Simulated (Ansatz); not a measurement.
**MgGaSi: relaxing a made-up structure**

Starting from a made-up structure for MgGaSi, the aim is the relaxed cell, its shortest contacts and, where a second run follows, its electronic structure.

Program: Ansatz 0.2.0. Level of theory: DFT, PBE, plane-wave PAW, files of the set soft_1, scalar-relativistic, no spin, cell and ions relaxed at zero pressure; PAW set soft_1, in the first sound run; inputs show where later runs differ. Results are calculated unless marked as measured.

### Step 1. Set-up

Symmetry: P-6m2, No. 187, hexagonal system. The conventional cell has a = 3.697 Å, b = 3.697 Å, c = 4.185 Å, α = 90.00°, β = 90.00°, γ = 120.00°. Ga has 3 Si at 2.13 Å and 6 Mg at 2.99 Å nearest. Nearest to Si lie 3 Ga at 2.13 Å and 6 Mg at 2.99 Å. Mg has 6 Ga at 2.99 Å and 6 Si at 2.99 Å nearest. Farther neighbours are not listed.

Structure file:

```cif
data_structure
_symmetry_space_group_name_H-M 'P-6m2'
_symmetry_Int_Tables_number 187
_cell_length_a 3.6970
_cell_length_b 3.6970
_cell_length_c 4.1850
_cell_angle_alpha 90.000
_cell_angle_beta 90.000
_cell_angle_gamma 120.000
_cell_volume 49.54
loop_
_atom_site_label
_atom_site_type_symbol
_atom_site_symmetry_multiplicity
_atom_site_Wyckoff_symbol
_atom_site_fract_x
_atom_site_fract_y
_atom_site_fract_z
_atom_site_occupancy
Ga1 Ga 1 b 0.00000 0.00000 0.50000 1
Si1 Si 1 d 0.33333 0.66667 0.50000 1
Mg1 Mg 1 e 0.66667 0.33333 0.00000 1
```

### Step 2. Relaxation of the guess

The guess takes its coordinates from another compound and its volume from a rule, so the cell and any free coordinates are relaxed together.

input.yaml

```yaml
crystal:
  lattice:
    - [3.697, 0.0, 0.0]
    - [-1.8485, 3.201695918, 0.0]
    - [0.0, 0.0, 4.185]
  atoms:
    - { symbol: Ga, position: [0.333333333, 0.666666667, 0.5] }
    - { symbol: Si, position: [0.666666667, 0.333333333, 0.5] }
    - { symbol: Mg, position: [0.0, 0.0, 0.0] }
kpoints:
  mp_grid: { grid: [8, 8, 7] }
scf:
  occupations: { method: fermi_dirac, width: 0.05 }
hamiltonian:
  xc: pbe
  pseudopotentials: { kind: paw, azcp: { folder: soft_1 } }
relax:
  f_tol: 0.015
  max_steps: 70
  cell: {}
output:
  forces: true
  stress: true
```

On the command line:

```console
$ ansatz run input.yaml --threads 4 --pin off --max-ram 8192MiB --backend cpu --events-out ev --progress --plain --runs-dir out
```

Numbers of over 12 decimals in the logs are rounded to 6 here.

The log of the run:

```text
Engine: ansatz 0.2.0, aarch64-unknown-linux-gnu
Pseudopotentials: kind: paw
Pseudopotential: Ga, paw, valence charge 13, recommended cutoff 420 eV (normal), soft_1/Ga.paw.azcp
Pseudopotential: Si, paw, valence charge 4, recommended cutoff 420 eV (normal), soft_1/Si.paw.azcp
Pseudopotential: Mg, paw, valence charge 10, recommended cutoff 420 eV (normal), soft_1/Mg.paw.azcp
Functional definition: PBE
  parameter kappa = 0.804
  parameter beta = 0.066725
  exchange = pbe_x(kappa = kappa, mu = beta*pi^2/3)
  correlation = pbe_c(beta = beta)
Crystal: 3 atoms, lattice volume = 49.536 Å³
Basis set: ecut = 420 eV, 997 PW (Γ), exchange–correlation on 50×50×60 points (8 copies of the dense FFT grid, shifted against one another)
Bands: 18, of which v1, the nominal top of the filled ones, is band 14 counted from 1 (13 counted from 0)
Symmetry: 12 space group operations
Space group: P-6m2 (ITA 187), of the structure as read, at distance tolerance 3.7e-5 Å
k-points: 40 of 448 (time reversal used)
Non-local potential: Ga, projectors of the file, l = 0: 2, l = 1: 2, l = 2: 3, l = 3: 1
Non-local potential: Si, projectors of the file, l = 0: 2, l = 1: 2, l = 2: 1
Non-local potential: Mg, projectors of the file, l = 0: 3, l = 1: 2, l = 2: 1
PAW form: soft (Blöchl's): semilocal exchange-correlation on the pseudo side does not see the compensation charge
PAW one-centre angular grid: Ga, 590 points (default); XC on 64 Gauss nodes
PAW one-centre angular grid: Si, 110 points (default); XC on 64 Gauss nodes
PAW one-centre angular grid: Mg, 110 points (default); XC on 64 Gauss nodes
Initial density: superposition of atomic densities (chi_scale 0.1, normalization cell, long waves kept (reshape's long-wave potential 0.00 eV rms))
Initial wavefunctions: pseudopotential atomic-orbital guess
Functional: x = pbe(κ = 0.804, μ = 0.219515), c = pbe(β = 0.066725)
SCF iter   1: F=—  HF=-6341.555357 eV  |F-HF|=—  |Δ(HF+E_count)|=         —  Δρ=4.58e-2  dr2=1.07e0  ethr=3.10e-3  ⟨swp⟩=6.2  Hψ=4150  notcnv=0
preconditioner: auto → none  [metal: Δε(μ)=0.053 eV  Ē_g=13.795 eV  σ=0.050 eV  W_gap=0.26  n_scr=8 (ndim 8)  ℏωp=23.0 eV  f_vac=0.000  D(μ)=1.15/eV (n_scr^D=8)  sad-step TF]
SCF iter   2: F=—  HF=-6341.343978 eV  |F-HF|=—  |Δ(HF+E_count)|=   2.11e-1  Δρ=2.62e-2  dr2=3.64e-1  ethr=3.10e-3  ⟨swp⟩=2.0  Hψ=1593  notcnv=0  defer=8
SCF iter   3: F=—  HF=-6341.313568 eV  |F-HF|=—  |Δ(HF+E_count)|=   3.04e-2  Δρ=1.15e-2  dr2=6.59e-2  ethr=1.35e-3  ⟨swp⟩=3.1  Hψ=1420  notcnv=0  defer=8
SCF iter   4: F=—  HF=-6341.279171 eV  |F-HF|=—  |Δ(HF+E_count)|=   3.44e-2  Δρ=3.16e-3  dr2=2.27e-3  ethr=2.44e-4  ⟨swp⟩=2.5  Hψ=1590  notcnv=0  defer=7
SCF iter   5: F=—  HF=-6341.281111 eV  |F-HF|=—  |Δ(HF+E_count)|=   1.94e-3  Δρ=8.01e-4  dr2=1.39e-4  ethr=8.41e-6  ⟨swp⟩=2.0  Hψ=1077  notcnv=0  defer=7
SCF iter   6: F=—  HF=-6341.281114 eV  |F-HF|=—  |Δ(HF+E_count)|=   3.64e-6  Δρ=5.52e-5  dr2=2.02e-6  ethr=5.16e-7  ⟨swp⟩=2.1  Hψ=1061  notcnv=0  defer=7
SCF iter   7: F=—  HF=-6341.281077 eV  |F-HF|=—  |Δ(HF+E_count)|=   3.75e-5  Δρ=7.74e-6  dr2=3.18e-8  ethr=3.70e-10  ⟨swp⟩=3.6  Hψ=3261  notcnv=0
SCF iter   8: F=-6341.281077 eV  HF=-6341.281077 eV  |F-HF|=1.40e-10  |Δ(HF+E_count)|=   2.07e-8  Δρ=8.77e-7  dr2=3.25e-10  ethr=1.18e-10  ⟨swp⟩=2.0  Hψ=2519  notcnv=0
SCF 1 converged in 8 iterations: F = -6341.281077 eV  dr2 = 3.25e-10
  greatest PAW one-centre occupation: 1.000 electrons in one spin orbital (limit 2), on the Mg atom at site 2 (counted from 0), in its partial waves of l = 0
relax step   1: F+E_penalty+E_count = -6341.28107674 eV  Δ(F+E_penalty+E_count) = +0.000e0 eV  max|allowed force component| = 1.295e-16 eV/Å  Δτ_max = 0.0000 Å  P = +24.490 GPa  Ω = 49.536 Å³  (8 SCF iters, dr2 threshold 1.00e-7 eV, accepted)
Crystal: 3 atoms, lattice volume = 54.555 Å³
Basis set: ecut = 420 eV, 1083 PW (Γ), exchange–correlation on 50×50×60 points (8 copies of the dense FFT grid, shifted against one another)
Initial density: handed on by an earlier stage of this run
Initial wavefunctions: those handed on with the density
iter 1 solved again at ethr=1.23e-4 eV; its pass at ethr=3.10e-3 eV (dr2=3.33e-2 eV) is discarded
SCF iter   1: F=—  HF=-6342.048598 eV  |F-HF|=—  |Δ(HF+E_count)|=         —  Δρ=7.27e-3  dr2=3.35e-2  ethr=1.23e-4  ⟨swp⟩=1.5  Hψ=5028  notcnv=0
preconditioner: auto → Resta (q_TF=auto, 2.426 Å⁻¹)  ε∞=3.4  [insulator: Δε(μ)=0.124 eV  Ē_g=14.008 eV  σ=0.050 eV  W_gap=0.53  n_scr=20 (ndim 8)  ℏωp=21.9 eV  f_vac=0.000  D(μ)=0.77/eV (n_scr^D=2)  ε∞_Penn≈3.4]
SCF iter   2: F=—  HF=-6342.040417 eV  |F-HF|=—  |Δ(HF+E_count)|=   8.18e-3  Δρ=3.30e-3  dr2=7.77e-3  ethr=1.23e-4  ⟨swp⟩=2.9  Hψ=1273  notcnv=0
preconditioner: auto → Kerker (q_TF=auto, 2.426 Å⁻¹)  [metal: Δε(μ)=0.099 eV  Ē_g=13.938 eV  σ=0.050 eV  W_gap=0.44  n_scr=20 (ndim 8)  ℏωp=21.9 eV  f_vac=0.000  D(μ)=0.78/eV (n_scr^D=2)]
SCF iter   3: F=—  HF=-6342.039014 eV  |F-HF|=—  |Δ(HF+E_count)|=   1.40e-3  Δρ=1.33e-3  dr2=8.78e-4  ethr=2.88e-5  ⟨swp⟩=2.0  Hψ=1105  notcnv=0
SCF iter   4: F=—  HF=-6342.038562 eV  |F-HF|=—  |Δ(HF+E_count)|=   4.52e-4  Δρ=5.60e-4  dr2=2.26e-4  ethr=3.25e-6  ⟨swp⟩=2.0  Hψ=1089  notcnv=0
SCF iter   5: F=—  HF=-6342.038470 eV  |F-HF|=—  |Δ(HF+E_count)|=   9.20e-5  Δρ=9.81e-5  dr2=7.99e-6  ethr=8.36e-7  ⟨swp⟩=2.0  Hψ=895  notcnv=0
SCF iter   6: F=—  HF=-6342.038471 eV  |F-HF|=—  |Δ(HF+E_count)|=   5.01e-7  Δρ=3.31e-5  dr2=4.42e-7  ethr=2.96e-8  ⟨swp⟩=2.0  Hψ=1182  notcnv=0
SCF iter   7: F=-6342.038470 eV  HF=-6342.038470 eV  |F-HF|=1.47e-8  |Δ(HF+E_count)|=   1.19e-8  Δρ=8.68e-6  dr2=4.65e-8  ethr=1.11e-9  ⟨swp⟩=4.9  Hψ=2754  notcnv=0
SCF 2 converged in 7 iterations: F = -6342.038470 eV  dr2 = 4.65e-8
relax step   2: F+E_penalty+E_count = -6342.03847048 eV  Δ(F+E_penalty+E_count) = -7.574e-1 eV  max|allowed force component| = 4.452e-17 eV/Å  Δτ_max = 0.0000 Å  P = +10.184 GPa  Ω = 54.555 Å³  energy of the carried Pulay correction = -5.717e-4 eV  (7 SCF iters, dr2 threshold 3.00e-7 eV, accepted)
Crystal: 3 atoms, lattice volume = 57.610 Å³
Basis set: ecut = 420 eV, 1141 PW (Γ), exchange–correlation on 50×50×60 points (8 copies of the dense FFT grid, shifted against one another)
iter 1 solved again at ethr=7.81e-5 eV; its pass at ethr=3.10e-3 eV (dr2=2.11e-2 eV) is discarded
SCF iter   1: F=—  HF=-6342.315564 eV  |F-HF|=—  |Δ(HF+E_count)|=         —  Δρ=5.46e-3  dr2=2.12e-2  ethr=7.81e-5  ⟨swp⟩=2.0  Hψ=5746  notcnv=0
preconditioner: auto → Kerker (q_TF=auto, 2.405 Å⁻¹)  [metal: Δε(μ)=0.086 eV  Ē_g=13.669 eV  σ=0.050 eV  W_gap=0.40  n_scr=20 (ndim 8)  ℏωp=21.3 eV  f_vac=0.000  D(μ)=0.77/eV (n_scr^D=2)]
SCF iter   2: F=—  HF=-6342.311656 eV  |F-HF|=—  |Δ(HF+E_count)|=   3.91e-3  Δρ=3.30e-3  dr2=9.12e-3  ethr=7.81e-5  ⟨swp⟩=1.2  Hψ=744  notcnv=0
SCF iter   3: F=—  HF=-6342.309834 eV  |F-HF|=—  |Δ(HF+E_count)|=   1.82e-3  Δρ=6.86e-4  dr2=3.06e-4  ethr=3.38e-5  ⟨swp⟩=2.0  Hψ=1265  notcnv=0
SCF iter   4: F=—  HF=-6342.309513 eV  |F-HF|=—  |Δ(HF+E_count)|=   3.21e-4  Δρ=5.71e-4  dr2=2.12e-4  ethr=1.13e-6  ⟨swp⟩=3.0  Hψ=1286  notcnv=0
SCF iter   5: F=—  HF=-6342.309421 eV  |F-HF|=—  |Δ(HF+E_count)|=   9.25e-5  Δρ=1.78e-4  dr2=2.26e-5  ethr=7.86e-7  ⟨swp⟩=2.0  Hψ=1099  notcnv=0
SCF iter   6: F=—  HF=-6342.309417 eV  |F-HF|=—  |Δ(HF+E_count)|=   3.51e-6  Δρ=8.70e-5  dr2=3.87e-6  ethr=8.38e-8  ⟨swp⟩=2.1  Hψ=1068  notcnv=0
SCF iter   7: F=-6342.309417 eV  HF=-6342.309417 eV  |F-HF|=4.93e-9  |Δ(HF+E_count)|=   2.69e-8  Δρ=9.69e-6  dr2=4.83e-8  ethr=1.11e-9  ⟨swp⟩=4.2  Hψ=3586  notcnv=0
SCF 3 converged in 7 iterations: F = -6342.309417 eV  dr2 = 4.83e-8
relax step   3: F+E_penalty+E_count = -6342.30941700 eV  Δ(F+E_penalty+E_count) = -2.709e-1 eV  max|allowed force component| = 1.311e-17 eV/Å  Δτ_max = 0.0000 Å  P = +2.781 GPa  Ω = 57.610 Å³  energy of the carried Pulay correction = -8.800e-4 eV  (7 SCF iters, dr2 threshold 3.00e-7 eV, accepted)
[... from here on, the SCF cycles and remarks between the steps are left out ...]
relax step   4: F+E_penalty+E_count = -6342.33596342 eV  Δ(F+E_penalty+E_count) = -2.655e-2 eV  max|allowed force component| = 1.619e-17 eV/Å  Δτ_max = 0.0000 Å  P = -1.226 GPa  Ω = 59.427 Å³  energy of the carried Pulay correction = -1.045e-3 eV  (7 SCF iters, dr2 threshold 3.00e-7 eV, accepted)
relax step   5: F+E_penalty+E_count = -6342.34303719 eV  Δ(F+E_penalty+E_count) = -7.074e-3 eV  max|allowed force component| = 5.204e-18 eV/Å  Δτ_max = 0.0000 Å  P = -0.029 GPa  Ω = 58.486 Å³  energy of the carried Pulay correction = -9.528e-4 eV  (6 SCF iters, dr2 threshold 3.00e-7 eV, accepted)
relax step   6: F+E_penalty+E_count = -6342.34408603 eV  Δ(F+E_penalty+E_count) = -1.049e-3 eV  max|allowed force component| = 1.079e-17 eV/Å  Δτ_max = 0.0000 Å  P = +0.020 GPa  Ω = 58.616 Å³  energy of the carried Pulay correction = -9.690e-4 eV  (5 SCF iters, dr2 threshold 3.00e-7 eV, accepted)
relax step   7: F+E_penalty+E_count = -6342.34423291 eV  Δ(F+E_penalty+E_count) = -1.469e-4 eV  max|allowed force component| = 1.330e-17 eV/Å  Δτ_max = 0.0000 Å  P = +0.045 GPa  Ω = 58.837 Å³  energy of the carried Pulay correction = -9.950e-4 eV  (6 SCF iters, dr2 threshold 1.45e-7 eV, accepted)
relax step   8: F+E_penalty+E_count = -6342.34435092 eV  Δ(F+E_penalty+E_count) = -1.180e-4 eV  max|allowed force component| = 2.217e-17 eV/Å  Δτ_max = 0.0000 Å  P = -0.012 GPa  Ω = 58.795 Å³  energy of the carried Pulay correction = -9.895e-4 eV  (6 SCF iters, dr2 threshold 4.44e-8 eV, accepted)
relax step   9: F+E_penalty+E_count = -6342.34821347 eV  Δ(F+E_penalty+E_count) = -3.863e-3 eV  max|allowed force component| = 2.274e-17 eV/Å  Δτ_max = 0.0000 Å  P = +0.120 GPa  Ω = 58.795 Å³  stress off target by 1.74e-1 GPa  SCF on the basis re-selected at this cell (its energy is not comparable with the rows above)  (9 SCF iters)
relax step  10: F+E_penalty+E_count = -6342.34826465 eV  Δ(F+E_penalty+E_count) = -5.117e-5 eV  max|allowed force component| = 1.388e-17 eV/Å  Δτ_max = 0.0000 Å  P = -0.002 GPa  Ω = 58.880 Å³  energy of the carried Pulay correction = -1.004e-5 eV  (5 SCF iters, dr2 threshold 7.57e-8 eV, accepted)
iter 1 solved again at ethr=1.08e-7 eV; its pass at ethr=3.10e-3 eV (dr2=2.92e-5 eV) is discarded
SCF iter   1: F=—  HF=-6342.348159 eV  |F-HF|=—  |Δ(HF+E_count)|=         —  Δρ=1.35e-4  dr2=2.27e-7  ethr=1.08e-7  ⟨swp⟩=3.0  Hψ=5943  notcnv=0
preconditioner: auto → Kerker (q_TF=auto, 2.396 Å⁻¹)  [metal: Δε(μ)=0.070 eV  Ē_g=13.507 eV  σ=0.050 eV  W_gap=0.33  n_scr=20 (ndim 8)  ℏωp=21.1 eV  f_vac=0.000  D(μ)=0.76/eV (n_scr^D=0)]
SCF iter   2: F=—  HF=-6342.348261 eV  |F-HF|=—  |Δ(HF+E_count)|=   1.02e-4  Δρ=6.83e-5  dr2=6.07e-8  ethr=8.42e-10  ⟨swp⟩=2.0  Hψ=1209  notcnv=0
SCF iter   3: F=—  HF=-6342.348276 eV  |F-HF|=—  |Δ(HF+E_count)|=   1.58e-5  Δρ=3.33e-6  dr2=2.26e-9  ethr=2.25e-10  ⟨swp⟩=2.0  Hψ=1028  notcnv=0
SCF iter   4: F=—  HF=-6342.348277 eV  |F-HF|=—  |Δ(HF+E_count)|=   1.83e-8  Δρ=8.12e-7  dr2=4.42e-10  ethr=8.38e-12  ⟨swp⟩=2.0  Hψ=1097  notcnv=0
SCF iter   5: F=—  HF=-6342.348277 eV  |F-HF|=—  |Δ(HF+E_count)|=  5.96e-10  Δρ=3.18e-7  dr2=1.19e-10  ethr=1.64e-12  ⟨swp⟩=2.1  Hψ=1262  notcnv=0
SCF iter   6: F=-6342.348277 eV  HF=-6342.348277 eV  |F-HF|=7.28e-12  |Δ(HF+E_count)|=  4.55e-12  Δρ=1.22e-7  dr2=1.18e-11  ethr=1.00e-12  ⟨swp⟩=5.0  Hψ=3371  notcnv=0
SCF 11 converged in 6 iterations: F = -6342.348277 eV  dr2 = 1.18e-11
relax step  11: F+E_penalty+E_count = -6342.34827652 eV  Δ(F+E_penalty+E_count) = -1.187e-5 eV  max|allowed force component| = 1.812e-17 eV/Å  Δτ_max = 0.0000 Å  P = -0.002 GPa  Ω = 58.880 Å³  stress off target by 9.12e-3 GPa  SCF on the basis re-selected at this cell (its energy is not comparable with the rows above)  (6 SCF iters)
basis re-selected at this cell: Δ(F+E_penalty+E_count) = -1.187e-5 eV, ΔP = -0.000 GPa vs the last step (what re-selecting the basis moved, of the pressure what is left beyond the Pulay correction that the steps carried, after the strain that the cell walked since its last selection, with what the two solves' SCF thresholds leave and, on support functions, any second-order correction that the steps lacked; it is no m [...]
SCF converged after 6 iterations
Free energy (F): -6342.348277 eV
Harris-Foulkes:  -6342.348277 eV  (|F-HF|=7.28e-12)
Internal energy: -6342.341745 eV  (E = F + TS)
E sigma→0 (E₀):  -6342.345011 eV
Entropy (-TS):   -0.006531 eV (-2.177 meV/atom)
Fermi energy:    7.953142 eV
--- Per-component energies (eV) ---
  E_band       = -396.926155
  E_kinetic    = 221.666320
  E_local      = -3279.352233  (includes V_loc(G=0)·N_el)
  E_nonlocal   = 123.805552
  E_hartree    = 1562.629154
  E_xc         = -146.261297
  E_vxc        = -137.889468  (∫ρ·V_xc dr)
  E_paw        = -2802.756643  (= ΣΔE_a)
  E_vpaw       = -450.414397  (= ΣTr[D̂ρ^β])
  E_aug_tail   = -0.000279  (compensation charges beyond the density's cutoff)
  E_ewald      = -2022.072319
  E_smearing   = -0.006531  (= −TS)
  E_closure    = 0.000000  (closes the sum)
  Σ components = -6342.348277   (vs F -6342.348277, Δ=0.00e0)
--- Forces (eV/Å), atoms counted from 1 ---
  atom   1  Ga     0.00000000    -0.00000000    -0.00000000
  atom   2  Si     0.00000000    -0.00000000    -0.00000000
  atom   3  Mg     0.00000000    -0.00000000    -0.00000000
  max |Σ_I F_I| component: 7.17e-17 eV/Å
--- Stress (GPa, compression-positive) ---
        0.001738      -0.000000       0.000000
       -0.000000       0.001738       0.000000
        0.000000       0.000000      -0.009116
  P = ⅓ Tr σ = -0.0019 GPa (-0.019 kbar)
--- Relaxed structure (9 steps of the walk, 9 accepted, 2 SCFs on fresh bases) ---
  F+E_penalty+E_count = -6342.34827652 eV   max|allowed force component| = 1.812e-17 eV/Å   (the final SCF, on the basis selected at the relaxed cell)
  cell:  # Å, volume = 58.8802 Å³
    - [4.119754, 0, -4.8942873344045515e-18]
    - [-2.059877, 3.567812, 2.447143667202275e-18]
    - [-5.540327966950161e-18, 0, 4.005860]
  atoms:
    - { symbol: Ga, position: [0.333333, 0.666667, 0.500000] }
    - { symbol: Si, position: [0.666667, 0.333333, 0.500000] }
    - { symbol: Mg, position: [0, 0, 0] }
```

The job ended after 9.6 s (4 threads of Arm Neoverse V2, shared host; peak memory 0.39 GiB).

The steps of the relaxation:

```tsv
step	energy less that of the first step (eV)	largest force component (eV/Å)	pressure (GPa)	volume (Å³)
1	0.0000	0.0000	24.49	49.54
2	-0.7574	0.0000	10.18	54.56
3	-1.0283	0.0000	2.78	57.61
4	-1.0549	0.0000	-1.23	59.43
5	-1.0620	0.0000	-0.03	58.49
6	-1.0630	0.0000	0.02	58.62
7	-1.0632	0.0000	0.04	58.84
8	-1.0633	0.0000	-0.01	58.79
9*	-1.0671	0.0000	0.12	58.79
10	-1.0672	0.0000	0.00	58.88
11*	-1.0672	0.0000	0.00	58.88
```

Relaxation steps marked * repeat the geometry before them on a plane-wave basis chosen anew for their cell, so energy and pressure can jump there.

The run keeps the 12 symmetry operations that it works with, so distortions that break them were not tested.

```tsv
conventional cell, symmetrised	before	after	change
a (Å)	3.697	4.120	+11.4 %
b (Å)	3.697	4.120	+11.4 %
c (Å)	4.185	4.006	-4.3 %
volume (Å³/atom)	16.51	19.63	+18.9 %
```

The relaxed structure:

```
Ga Si Mg
1.0
     4.11975    0.00000    0.00000
    -2.05988    3.56781    0.00000
     0.00000    0.00000    4.00586
Ga Si Mg
1 1 1
Cartesian
  0.0000 2.3785 2.0029
  2.0599 1.1893 2.0029
  0.0000 0.0000 0.0000
```

This step gave:

```
free energy             : -6342.3483 eV
energy at zero smearing : -6342.3450 eV
smearing term TS        : 0.006531 eV
Fermi energy            : 7.953 eV
electrons               : 27
symmetry operations     : 12
pressure                : -0.001880 GPa
```

Shortest distances by pair of elements, guess and relaxed (not always the same contact):

```tsv
pair	guess (Å)	relaxed (Å)
Ga–Si	2.134	2.379
Ga–Mg	2.989	3.110
Mg–Si	2.989	3.110
Ga–Ga	3.697	4.006
Si–Si	3.697	4.006
```

The relaxation ends with a pressure of 0.00 GPa.

[end of part 1 of 2]

[Logs are printed without paths, hosts, clocks, repeated set-up lines and the standing remarks that a program may print on its own settings, such as how far it seeks lower states.]

[Hosts, paths, dates, database ids (printed as entryN), source tags and the programs' standing remarks are cut or masked in the printed files.]
